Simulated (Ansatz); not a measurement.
### Quasiparticle gap of Cd5HgTe6 (zincblende [001] superlattice)

The cell holds 12 atoms: 5 Cd, 6 Te and 1 Hg. Cell: a = 4.539 Å, b = 4.539 Å, c = 19.205 Å, α = 90.0°, β = 90.0°, γ = 90.0°. It derives from CdTe. Regions: CdTe, 10 atoms (5 Cd and 5 Te); HgTe, 2 atoms (1 Hg and 1 Te). The structure's axis is c.

```xyz
12
Lattice="4.5392 0.0000 0.0000 0.0000 4.5392 0.0000 0.0000 0.0000 19.2049" Properties=species:S:1:pos:R:3 pbc="T T T"
Cd    0.0000    0.0000    0.8036
Te    2.2696    0.0000    2.4028
Cd    2.2696    2.2696    4.0014
Te    0.0000    2.2696    5.5998
Cd    0.0000    0.0000    7.1981
Te    2.2696    0.0000    8.7963
Cd    2.2696    2.2696   10.3946
Te    0.0000    2.2696   11.9931
Cd    0.0000    0.0000   13.5921
Te    2.2696    0.0000   15.1865
Hg    2.2696    2.2696   16.8000
Te    0.0000    2.2696   18.4138
```

* method: G0W0 on LDA, plane waves, PAW; PAW set soft_1 (and 1 further level or step)
* program: Ansatz 0.2.0
* settings of one run: cutoff 420 eV, 4×4×2 k-mesh, PAW set soft 1, empty bands 1650, screening cutoff 150 eV, screening contour deformation, QP bands (v4, c4), n 5, m 1
* cost: 2 runs, 15 min in all on 1 × NVIDIA H100 80GB HBM3 (shared by 6 runs) with 3 threads of AMD EPYC 7R13 (Zen 3), shared host (the runs of this entry)
* notes: The program’s warnings: device shed. The structure was relaxed with LDA. Limits: model gap, bands may invert with spin-orbit coupling; mesh may overstate the screening; no spin-orbit coupling. The largest eigenvalue of the RPA ε∞ is large: 82 in G0W0@LDA (4×4×2, 1758 bands). A coarse mesh can overstate it where a direct gap is narrow; the runs shown don’t test that.
* LDA gap over mesh and path: 0.329 eV, direct, at k = Γ
* G0W0@LDA gap over 12 of 18 irreducible mesh points: 0.989 eV, direct, at k = Γ
* GW settings: 4×4×2 mesh, 1650 empty bands, screening to 150 eV, PAW set soft_1 files

Over 12 of 18 irreducible mesh points the G0W0 gap is 0.989 eV, direct, at k = Γ. The LDA gap of this run on the mesh is 0.321 eV. Other states bound it: the two that bound the G0W0 gap lie 0.336 eV apart in LDA, so state for state the correction is 0.989 − 0.336 = +0.653 eV, while gap against gap it is 0.989 − 0.321 = +0.668 eV. The valence state moves by 7.504 − 7.794 = −0.290 eV and the conduction state by 8.493 − 8.130 = +0.363 eV, on the run's own scale; how far single levels stand from their limit in bands is not shown.

[Paths, hosts, dates, memory and timing lines, banners, echoed tables and standing remarks are left out of the program output.]

[Logs are printed without paths, hosts, clocks, repeated set-up lines and the standing remarks that a program may print on its own settings, such as how far it seeks lower states.]

[Runs of the session that timed out or met a known fault of the program may be left out.]

[Cells called generated may have been cut or substituted from an entry of the Crystallography Open Database or the Materials Project.]

[Hosts, paths, dates, database ids (printed as entryN), source tags and the programs' standing remarks are cut or masked in the printed files.]
